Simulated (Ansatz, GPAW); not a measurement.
# Work function of a 4-layer slab of Rh(111) at several levels, part 2 of 3

Aim: the work function of both faces of a 4-layer slab of Rh(111), and its spread over functionals and bases.

GPAW 26.7.0 and Ansatz 0.2.0; GPAW, PAW setups; slab in vacuum (the session's first sound run).

So far, upper work function (eV): step 2 (relaxation) 5.17; step 3 (plane waves, PBE) 5.17.

**4. Self-consistent run: xc = "RPBE"**

The same geometry under RPBE, to see how far the functional moves the levels against the vacuum.

The input, run.py:

```python
import json
import numpy as np
from ase import Atoms
from gpaw import GPAW, PW

slab = Atoms(
    ['Rh', 'Rh', 'Rh', 'Rh'],
    positions=[
        [0.00000, 0.00000, 7.00000],
        [1.34350, 0.77567, 9.19393],
        [2.68701, 1.55134, 11.38786],
        [0.00000, 0.00000, 13.58179]],
    cell=[[2.68701, 0.0, 0.0], [1.3435, 2.32702, 0.0], [0.0, 0.0, 20.58179]],
    pbc=[True, True, False])

slab.calc = GPAW(mode=PW(400), xc='RPBE', kpts={'size': (13, 13, 1), 'gamma': True},
                 occupations={'name': 'fermi-dirac', 'width': 0.1}, nbands='160%',
                 convergence={'density': 1e-05}, maxiter=200,
                 poissonsolver={'dipolelayer': 'xy'},
                 symmetry={'tolerance': 1e-3}, txt='slab.txt')
result = {}
energy = slab.get_potential_energy()
fermi = slab.calc.get_fermi_level()
v = slab.calc.get_electrostatic_potential().mean((0, 1)) - fermi
n = slab.calc.get_pseudo_density().mean((0, 1))
L = slab.cell[2, 2]
z = np.arange(len(v)) * L / len(v)
low, high = slab.positions[:, 2].min(), slab.positions[:, 2].max()
below, above = np.interp([low - 4.8, high + 4.8], z, v)
slopes = [np.interp(x, z, np.gradient(v, z)) for x in (low - 4.8, high + 4.8)]
eps = np.array([[slab.calc.get_eigenvalues(k, s) for k in range(len(slab.calc.get_ibz_k_points()))]
                for s in range(slab.calc.get_number_of_spins())]) - fermi
top, bottom = eps[eps < 0].max(), eps[eps > 0].min()
dipole = slab.get_dipole_moment()[2]
print(f'energy {energy:.4f} eV, Fermi level {fermi:.4f} eV, dipole {dipole:.5f} e A')
print(f'potential 4.8 A off the faces, from the Fermi level: lower {below:.4f} eV, upper {above:.4f} eV')
print(f'slope of the potential there: lower {slopes[0]:.5f}, upper {slopes[1]:.5f} eV/A')
print(f'nearest levels on the mesh: {top:.4f} and {bottom:.4f} eV')
print('magnetic moment', round(slab.get_magnetic_moment(), 3))
result.update(energy=energy, fermi=fermi, dipole=dipole, below=below, above=above, slopes=slopes, edges=[top, bottom],
              z=z.tolist(), v=v.tolist(), n=n.tolist(), positions=slab.positions.tolist(),
              forces=slab.get_forces(apply_constraint=False).tolist(), moments=slab.get_magnetic_moments().tolist())
json.dump(result, open('result.json', 'w'))
```

Run with:

```
$ OMP_NUM_THREADS=1 OPENBLAS_NUM_THREADS=1 python run.py
```

The log of the run:

```text
energy -25.1031 eV, Fermi level 2.2366 eV, dipole -0.00015 e A
potential 4.8 A off the faces, from the Fermi level: lower 4.9896 eV, upper 4.9896 eV
slope of the potential there: lower -0.00051, upper 0.00051 eV/A
nearest levels on the mesh: -0.0126 and 0.0022 eV
magnetic moment 0.0
```

Run time: 40 s. Hardware: 1 thread of Intel Xeon Platinum 8375C at 2.90GHz (Ice Lake), shared host; peak memory 0.21 GiB.

Numbers from this step:

```yaml
dipole_along_the_normal: -1.50e-4 e·Å
levels_nearest_the_fermi_level_on_the_mesh: -0.01263, 0.002185 eV from the Fermi level
upper_work_function: 4.990 eV
lower_work_function: 4.990 eV
```

Electrostatic potential energy of an electron (without an applied field's), less the Fermi level, planar mean against z:

```
z (Å)  electrostatic potential energy of an electron (without an applied field's), less the Fermi level, planar mean (eV)
  0.0                                                                                                                4.99
  0.5                                                                                                                4.99
  1.0                                                                                                                4.99
  1.5                                                                                                                4.99
  2.0                                                                                                                4.99
  2.5                                                                                                                4.99
  3.0                                                                                                                4.99
  3.5                                                                                                                4.98
  4.0                                                                                                                4.96
  4.5                                                                                                                4.90
  5.0                                                                                                                4.67
  5.5                                                                                                                3.82
  6.0                                                                                                               0.557
  6.5                                                                                                               -11.5
  7.0                                                                                                               -25.7
  7.5                                                                                                               -11.7
  8.0                                                                                                               -1.04
  8.5                                                                                                               -5.98
  9.0                                                                                                               -23.3
  9.5                                                                                                               -19.5
 10.0                                                                                                               -3.58
 10.5                                                                                                               -2.27
 11.0                                                                                                               -16.4
 11.5                                                                                                               -25.1
 12.0                                                                                                               -8.26
 12.5                                                                                                              -0.817
 13.0                                                                                                               -8.89
 13.5                                                                                                               -25.3
 14.0                                                                                                               -14.6
 14.5                                                                                                              -0.595
 15.0                                                                                                                3.54
 15.5                                                                                                                4.59
 16.0                                                                                                                4.88
 16.5                                                                                                                4.96
 17.0                                                                                                                4.98
 17.5                                                                                                                4.99
 18.0                                                                                                                4.99
 18.5                                                                                                                4.99
 19.0                                                                                                                4.99
 19.5                                                                                                                4.99
 20.0                                                                                                                4.99
```

The pseudo valence density, planar mean oscillates, so the rows of the table below give means over windows of 2.14 Å about each position, cut where the curve ends. Its maxima inside the range that stand out by 2 % of the span (Å: e/Å³): 7.1: 2.51, 9.2: 2.60, 11.4: 2.60, 13.5: 2.51. Its minima: 8.1: 0.324, 10.3: 0.321, 12.4: 0.324.

Pseudo valence density, planar mean against z; means over each step:

z (Å), pseudo valence density, planar mean (e/Å³) and a bar:
```
     1.07       0.00 
     3.21       0.00 
     5.35       0.11 ###
     7.49       1.10 ##############################
     9.63       1.11 ##############################
    11.77       1.11 ##############################
    13.91       1.05 ############################
    16.05       0.01 
    18.19       0.00
```

Force by atom:

```
atom  x (eV/Å)  y (eV/Å)  z (eV/Å)   size
 Rh1     0.000     0.000    -0.263  0.263
 Rh2     0.000     0.000    -0.009  0.009
 Rh3     0.000     0.000     0.009  0.009
 Rh4     0.000     0.000     0.263  0.263
```

The upper face's work function is 4.990 eV, against 5.166 eV in the first plane-wave PBE run at this geometry.

**5. Self-consistent run: xc = "vdW-DF2"**

The same geometry under vdW-DF2, to see how far the functional moves the levels against the vacuum (the van der Waals functionals take revPBE setups).

Changes to run.py since step 4:

```diff
@@ -15,3 +15,3 @@
 
-slab.calc = GPAW(mode=PW(400), xc='RPBE', kpts={'size': (13, 13, 1), 'gamma': True},
+slab.calc = GPAW(mode=PW(400), xc='vdW-DF2', kpts={'size': (13, 13, 1), 'gamma': True},
                  occupations={'name': 'fermi-dirac', 'width': 0.1}, nbands='160%',
```

The log of the run:

```text
energy -379.4382 eV, Fermi level 2.0174 eV, dipole -0.00015 e A
potential 4.8 A off the faces, from the Fermi level: lower 5.4497 eV, upper 5.4497 eV
slope of the potential there: lower -0.00085, upper 0.00085 eV/A
nearest levels on the mesh: -0.0074 and 0.0023 eV
magnetic moment 0.0
```

Wall time 59 s (1 thread); peak memory 0.31 GiB.

Numbers from this step:

| Property | Result |
| --- | --- |
| dipole along the normal | -1.52e-4 e·Å |
| levels nearest the Fermi level on the mesh | -0.007420, 0.002300 eV from the Fermi level |
| upper work function | 5.450 eV |
| lower work function | 5.450 eV |

The upper face's work function is 5.450 eV, against 5.166 eV in the first plane-wave PBE run at this geometry.

**6. Self-consistent run: xc = "revPBE"**

The same geometry under revPBE, to see how far the functional moves the levels against the vacuum.

Changes to run.py since step 5:

```diff
@@ -15,3 +15,3 @@
 
-slab.calc = GPAW(mode=PW(400), xc='vdW-DF2', kpts={'size': (13, 13, 1), 'gamma': True},
+slab.calc = GPAW(mode=PW(400), xc='revPBE', kpts={'size': (13, 13, 1), 'gamma': True},
                  occupations={'name': 'fermi-dirac', 'width': 0.1}, nbands='160%',
```

The log of the run:

```text
energy -25.5996 eV, Fermi level 2.2121 eV, dipole -0.00015 e A
potential 4.8 A off the faces, from the Fermi level: lower 5.0135 eV, upper 5.0135 eV
slope of the potential there: lower -0.00049, upper 0.00049 eV/A
nearest levels on the mesh: -0.0121 and 0.0036 eV
magnetic moment 0.0
```

The job ended after 40 s (1 thread; peak memory 0.21 GiB).

This step gave:

```yaml
dipole_along_the_normal: -1.50e-4 e·Å
levels_nearest_the_fermi_level_on_the_mesh: -0.01209, 0.003559 eV from the Fermi level
upper_work_function: 5.014 eV
lower_work_function: 5.014 eV
```

The upper face's work function is 5.014 eV, against 5.166 eV in the first plane-wave PBE run at this geometry.

**7. Real-space grid: mode = "fd"**

A real-space grid is a second complete basis, so it checks the plane-wave result.

Changes to run.py since step 6:

```diff
@@ -3,3 +3,3 @@
 from ase import Atoms
-from gpaw import GPAW, PW
+from gpaw import GPAW
 
@@ -15,3 +15,3 @@
 
-slab.calc = GPAW(mode=PW(400), xc='revPBE', kpts={'size': (13, 13, 1), 'gamma': True},
+slab.calc = GPAW(mode='fd', h=0.18, xc='PBE', kpts={'size': (13, 13, 1), 'gamma': True},
                  occupations={'name': 'fermi-dirac', 'width': 0.1}, nbands='160%',
```

The log of the run:

```text
energy -27.8224 eV, Fermi level -5.1662 eV, dipole -0.00016 e A
potential 4.8 A off the faces, from the Fermi level: lower 5.1660 eV, upper 5.1660 eV
slope of the potential there: lower -0.00051, upper 0.00051 eV/A
nearest levels on the mesh: -0.0101 and 0.0086 eV
magnetic moment 0.0
```

Wall time 4.5 min (1 thread); peak memory 0.6 GiB.

Numbers from this step:

| Item | Value |
| --- | --- |
| dipole along the normal | -1.59e-4 e·Å |
| levels nearest the Fermi level on the mesh | -0.01014, 0.008639 eV from the Fermi level |
| upper work function | 5.166 eV |
| lower work function | 5.166 eV |

The upper face's work function is 5.166 eV, against 5.166 eV in the first plane-wave PBE run at this geometry.

**8. Atomic orbitals: mode = "lcao"**

Atom-centred orbitals end a few angstrom from the surface, which tests how much the density's tail matters.

Changes to run.py since step 7:

```diff
@@ -15,4 +15,4 @@
 
-slab.calc = GPAW(mode='fd', h=0.18, xc='PBE', kpts={'size': (13, 13, 1), 'gamma': True},
-                 occupations={'name': 'fermi-dirac', 'width': 0.1}, nbands='160%',
+slab.calc = GPAW(mode='lcao', basis='dzp', h=0.18, xc='PBE', kpts={'size': (13, 13, 1), 'gamma': True},
+                 occupations={'name': 'fermi-dirac', 'width': 0.1}, nbands='120%',
                  convergence={'density': 1e-05}, maxiter=200,
```

The log of the run:

```text
energy -26.1763 eV, Fermi level -5.1826 eV, dipole -0.00016 e A
potential 4.8 A off the faces, from the Fermi level: lower 5.1823 eV, upper 5.1823 eV
slope of the potential there: lower -0.00094, upper 0.00094 eV/A
nearest levels on the mesh: -0.0158 and 0.0012 eV
magnetic moment 0.0
```

The job ended after 17 min (1 thread; peak memory 0.32 GiB).

This step gave:

```
dipole along the normal                    : -1.58e-4 e·Å
levels nearest the Fermi level on the mesh : -0.01584, 0.001249 eV from the Fermi level
upper work function                        : 5.182 eV
lower work function                        : 5.182 eV
```

The electrostatic potential energy of an electron (without an applied field's), less the Fermi level, planar mean oscillates, so the rows of the table below give means over windows of 1 Å about each position, cut where the curve ends. Its maxima inside the range that stand out by 2 % of the span (Å: eV): 8.1: -0.623, 10.3: -0.825, 12.5: -0.623. Its minima: 7.0: -25.9, 9.2: -26.2, 11.4: -26.2, 13.6: -25.9.

Table of electrostatic potential energy of an electron (without an applied field's), less the Fermi level, planar mean by z; means over each step:

z (Å), electrostatic potential energy of an electron (without an applied field's), less the Fermi level, planar mean (eV) and a bar from the least value:
```
        0        5.2 ##############################
        1        5.2 ##############################
        2        5.2 ##############################
        3        5.2 ##############################
        4        5.2 ##############################
        5        4.8 ##############################
        6       -0.7 #######################
        7      -20.2 
        8       -3.5 ####################
        9      -19.3 #
       10       -6.0 #################
       11      -15.6 #####
       12      -10.1 ############
       13      -10.6 ###########
       14      -14.3 #######
       15        3.3 ############################
       16        5.0 ##############################
       17        5.2 ##############################
       18        5.2 ##############################
       19        5.2 ##############################
       20        5.2 ##############################
```

The upper face's work function is 5.182 eV, against 5.166 eV in the first plane-wave PBE run at this geometry.

**9. Cost and result by level**

Times are for 1 thread of Intel Xeon Platinum 8375C at 2.90GHz (Ice Lake), shared host. The series side by side:

```
no.      run  upper work function (eV)     time  memory (GiB)
  1       pw                     5.166     41 s          0.21
  2     RPBE                     4.990     40 s          0.21
  3  vdW DF2                     5.450     59 s          0.31
  4   revPBE                     5.014     40 s          0.21
  5       fd                     5.166  4.5 min           0.6
  6     lcao                     5.182   17 min          0.32
```

(Continued in part 3 of 3.)

[Logs are printed without paths, hosts, clocks, repeated set-up lines and the standing remarks that a program may print on its own settings, such as how far it seeks lower states.]

[Hosts, paths, dates, database ids (printed as entryN), source tags and the programs' standing remarks are cut or masked in the printed files.]
